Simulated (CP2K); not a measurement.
Consider water pentamer at its PBE geometry (Å).

```xyz
15

O    -2.0155   -0.9789    0.5529
O    -1.1120   -0.6208   -1.9701
O     1.9465    0.9120    0.8237
O     1.1477    0.8242   -1.7880
O    -0.1156   -0.1681    2.2705
H    -1.7069   -0.8608   -0.3956
H    -2.8316   -0.4577    0.6163
H    -0.8696   -1.4443   -2.4217
H    -0.2673   -0.0821   -1.9325
H     1.2467    0.5311    1.4270
H     2.7069    1.1448    1.3753
H     1.1147    1.7405   -2.1063
H     1.5124    0.8830   -0.8628
H    -0.8378   -0.4512    1.6322
H     0.0813   -0.9717    2.7790
```

Method: CP2K XAS_TDP, all-electron GAPW, PBEh(45%), aug-cc-pVDZ, TDA, GW2X-corrected core level, no relativity.

Question: Where do the O K-edge lines lie, and how strong are they?

Leading lines: O1 535.75 eV, O2 535.75 eV, O3 535.68 eV and O4 535.86 eV. The leading line of an atom is its first one with 35 % of the strongest within 2.5 eV of its lowest line over the strength cut. Core ionisation energies at this level: O2 538.69, O3 538.70, O1 538.69 and O4 538.88 eV.

The first six lines of each atom with a strength over 0.0015:

| atom | energy (eV) | states | strength, one atom | above the computed threshold |
| --- | --- | --- | --- | --- |
| O1 (bonded to 2 H, gives 1 H bond, takes 1) | 535.75 | 1 | 0.0138 |  |
|  | 537.25 | 1 | 0.0076 |  |
|  | 537.59 | 1 | 0.0049 |  |
|  | 537.92 | 1 | 0.0029 |  |
|  | 538.48 | 1 | 0.0024 |  |
|  | 538.68 | 1 | 0.0063 |  |
| O2 (bonded to 2 H, gives 1 H bond, takes 1) | 535.75 | 1 | 0.0136 |  |
|  | 537.26 | 1 | 0.0079 |  |
|  | 537.58 | 1 | 0.0048 |  |
|  | 537.92 | 1 | 0.0026 |  |
|  | 538.59 | 1 | 0.0059 |  |
|  | 538.62 | 1 | 0.0024 |  |
| O3 (bonded to 2 H, gives 1 H bond, takes 1) | 535.68 | 1 | 0.0128 |  |
|  | 537.27 | 1 | 0.0071 |  |
|  | 537.53 | 1 | 0.0057 |  |
|  | 538.22 | 1 | 0.0047 |  |
|  | 538.29 | 1 | 0.0031 |  |
|  | 538.65 | 1 | 0.0024 |  |
| O4 (bonded to 2 H, gives 1 H bond, takes 1) | 535.86 | 1 | 0.0138 |  |
|  | 537.46 | 1 | 0.0082 |  |
|  | 537.73 | 1 | 0.0052 |  |
|  | 538.20 | 1 | 0.0037 |  |
|  | 538.73 | 1 | 0.0027 |  |
|  | 538.80 | 1 | 0.0029 |  |

Lines are vertical, at one geometry, with no vibrational structure. GW2X ionisation energies and lines can be off by 1 to 2 eV either way, and a good line position may hide errors that cancel. These values hold no scalar relativity, about 0.4 eV for O 1s. Rydberg lines, and the discretised continuum above threshold, depend on the basis and the box. This is one low-energy arrangement of the cluster, relaxed without a dispersion correction; others exist.

[Banner, clock and machine lines of the logs are left out without a mark of their own.]

[Logs are printed without paths, hosts, clocks, repeated set-up lines and the standing remarks that a program may print on its own settings, such as how far it seeks lower states.]

[Hosts, paths, dates, database ids (printed as entryN), source tags and the programs' standing remarks are cut or masked in the printed files.]
